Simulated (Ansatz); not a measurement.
# Cu wire along [110], 14 atoms a period: bands along the axis, part 2 of 2

Aim: is the Cu wire along [110], 14 atoms a period a metal or a semiconductor?

Ansatz 0.2.0; DFT PBE, plane waves, PAW; relaxation of a wire's period; PAW set soft_1 (the session's first sound run).

So far: The starting structure; Relaxing the period.

## 2. Relaxing the period (continued)

Step by step:

| step | energy less that of the first step (eV) | largest force component (eV/Å) | pressure (GPa) | volume (Å³) |
| --- | --- | --- | --- | --- |
| 1 | 0.0000 | 0.4976 | -1.85 | 523.29 |
| 2 | -0.1671 | 0.2818 | -0.91 | 517.82 |
| 3 | -0.2332 | 0.0551 | 0.24 | 510.56 |
| 4 | -0.2358 | 0.0325 | -0.04 | 510.58 |
| 5 | -0.2366 | 0.0031 | 0.02 | 510.33 |
| 6* | -0.2326 | 0.0031 | 0.03 | 510.33 |

Relaxation steps marked * repeat the geometry before them on a plane-wave basis chosen anew for their cell, so energy and pressure can jump there.

The run keeps the 8 symmetry operations that it works with, so distortions that break them were not tested.

| cell as run | before | after | change |
| --- | --- | --- | --- |
| c (Å) | 2.567 | 2.503 | -2.5 % |

The atoms that moved most (Å, along periodic axes as changes of fractional coordinates times the final cell, across vacuum about the mean position):

| atom | dx | dy | dz | length |
| --- | --- | --- | --- | --- |
| Cu10 | 0.000 | -0.125 | 0.000 | 0.125 |
| Cu7 | 0.000 | 0.125 | 0.000 | 0.125 |
| Cu12 | -0.063 | -0.017 | 0.000 | 0.065 |
| Cu6 | 0.063 | -0.017 | 0.000 | 0.065 |
| Cu11 | -0.063 | 0.017 | 0.000 | 0.065 |
| Cu5 | 0.063 | 0.017 | 0.000 | 0.065 |
| Cu9 | 0.000 | -0.026 | 0.000 | 0.026 |
| Cu8 | 0.000 | 0.026 | 0.000 | 0.026 |

This step gave:

```yaml
energy_at_zero_smearing: -92745.5837 eV
cell_length_along_the_wire: 2.503 Å
```

The cell's length comes to 2.503 Å with spin left out.

## 3. The perfect wire

This step: DFT PBE, plane waves, PAW; bands of a perfect wire; PAW set soft_1 (Ansatz 0.2.0).

At the relaxed period the bands are computed along the axis; those that cross an energy going forward count the channels that a perfect wire would open there.

File input.yaml:

```yaml
crystal:
  lattice:
    - [14.06, 0.0, 0.0]
    - [0.0, 14.5, 0.0]
    - [0.0, 0.0, 2.5032325655]
  atoms:
    - { symbol: Cu, position: [0.369413131, 0.322991357, 0.0] }
    - { symbol: Cu, position: [0.369968987, 0.500013546, 0.0] }
    - { symbol: Cu, position: [0.630586869, 0.322991357, 0.0] }
    - { symbol: Cu, position: [0.630031013, 0.500013546, 0.0] }
    - { symbol: Cu, position: [0.246272276, 0.412693641, 0.5] }
    - { symbol: Cu, position: [0.246272276, 0.587333451, 0.5] }
    - { symbol: Cu, position: [0.5, 0.243111426, 0.5] }
    - { symbol: Cu, position: [0.5, 0.413303759, 0.5] }
    - { symbol: Cu, position: [0.5, 0.586723333, 0.5] }
    - { symbol: Cu, position: [0.5, 0.756915667, 0.5] }
    - { symbol: Cu, position: [0.753727724, 0.412693641, 0.5] }
    - { symbol: Cu, position: [0.753727724, 0.587333451, 0.5] }
    - { symbol: Cu, position: [0.369413131, 0.677035736, 0.0] }
    - { symbol: Cu, position: [0.630586869, 0.677035736, 0.0] }
kpoints:
  mp_grid: { grid: [1, 1, 32] }
  band_path: { path: ["Γ", Z], npoints: 90 }
scf:
  occupations: { method: fermi_dirac, width: 0.05 }
hamiltonian:
  xc: pbe
  pseudopotentials: { kind: paw, azcp: { folder: soft_1 } }
output:
  dos: { e_range: [-5, 4] }
  write_potential: true
  write_density: true
  volumetric_format: npy
```

Started as:

```bash
ansatz run input.yaml --threads 4 --pin off --max-ram 16384MiB --backend cpu --events-out ev --progress --plain --runs-dir out
```

Numbers of over 12 decimals in the logs are rounded to 6 here.

Log:

```text
[...]
Crystal: 14 atoms, lattice volume = 510.334 Å³
Basis set: ecut = 420 eV, 9991 PW (Γ)
Bands: 160, of which v1, the nominal top of the filled ones, is band 133 counted from 1 (132 counted from 0)
Symmetry: 8 space group operations
[...]
k-points: 17 of 32
[...]
SCF iter   1: F=—  HF=-92755.815914 eV  |F-HF|=—  |Δ(HF+E_count)|=         —  Δρ=1.33e-1  dr2=5.61e1  ethr=3.10e-3  ⟨swp⟩=7.2  Hψ=11149  notcnv=0  defer=98
[...]
SCF iter  14: F=-92745.606229 eV  HF=-92745.606229 eV  |F-HF|=1.16e-8  |Δ(HF+E_count)|=   1.45e-7  Δρ=4.36e-6  dr2=6.42e-8  ethr=3.76e-11  ⟨swp⟩=12.8  Hψ=10680  notcnv=0
SCF 1 converged in 14 iterations: F = -92745.606229 eV  dr2 = 6.42e-8
[...]
NSCF: frozen V_eff on 91 k-points
WARN: The output density's exchange-correlation potential varies sharply where the density is thin. Do not read a vacuum level from v_tot or v_xc, or from such a field of the output density. On a cell that repeats whose density bears no net charge and no dipole along the vacuum's axis use v_es (v_loc + v_h of the components); under efield.dipole_correction with no amplitude use v_es + v_field, which holds any externa [...]
SCF converged after 14 iterations
Free energy (F): -92745.606229 eV
[...]
Internal energy: -92745.561178 eV  (E = F + TS)
E sigma→0 (E₀):  -92745.583703 eV
Entropy (-TS):   -0.045051 eV (-3.218 meV/atom)
Fermi energy:    2.333609 eV
[...]
--- Band table (eV; the first three rows and the last of 17) ---
  k-point 0: bands = [... 129 lower, 0.8893, 0.9400, 0.9574, 0.9866, 1.0212, 1.6267, 1.8155, 2.2629, ... 23 higher]
  k-point 1: bands = [... 129 lower, 0.8714, 0.8924, 0.9790, 1.0047, 1.0320, 1.6664, 1.8463, 2.3157, ... 23 higher]
  k-point 2: bands = [... 129 lower, 0.8676, 0.8680, 0.9649, 1.0383, 1.1286, 1.7751, 1.9348, 2.4586, ... 23 higher]
  k-point 16: bands = [... 129 lower, 3.0149, 3.0332, 3.1223, 3.2710, 4.1100, 4.1505, 4.5659, 4.6681, ... 23 higher]
```

The job ended after 2.5 min (4 threads of Arm Neoverse V1, shared host; peak memory 3.9 GiB; 9.7 min of CPU time).

This step gave:

| Property | Result |
| --- | --- |
| band gap | 0 eV |

Electronic bands along the path, in eV, zero at the Fermi level; # counts the bands kept:

| point | #66 | #67 | #68 | #69 | #70 | #71 | #72 | #73 |
| --- | --- | --- | --- | --- | --- | --- | --- | --- |
| Γ | -1.39 | -1.38 | -1.35 | -1.31 | -0.71 | -0.52 | -0.07 | 0.01 |
| halfway | -1.11 | -0.93 | -0.32 | -0.01 | 0.83 | 0.91 | 1.62 | 1.73 |
| Z | 0.70 | 0.79 | 0.94 | 1.78 | 1.82 | 2.23 | 2.33 | 2.38 |

Between Γ and Z the bands cross the Fermi level 10 times, so a perfect wire would conduct at least 10 G₀, with spin left out.

## 4. What came out

| Quantity | Value |
| --- | --- |
| cell length, PBE | 2.503 Å |
| ballistic conductance by band crossings, a lower bound, PBE | 10 G₀ |

What this shows: Under PBE the cell's length is 2.50 Å, and the bands cross the Fermi level 10 times between Γ and Z, which gives a perfect wire at least 10 G₀ (opposite crossings within one step of the path cancel in such a count).

[Logs are printed without paths, hosts, clocks, repeated set-up lines and the standing remarks that a program may print on its own settings, such as how far it seeks lower states.]

[Hosts, paths, dates, database ids (printed as entryN), source tags and the programs' standing remarks are cut or masked in the printed files.]
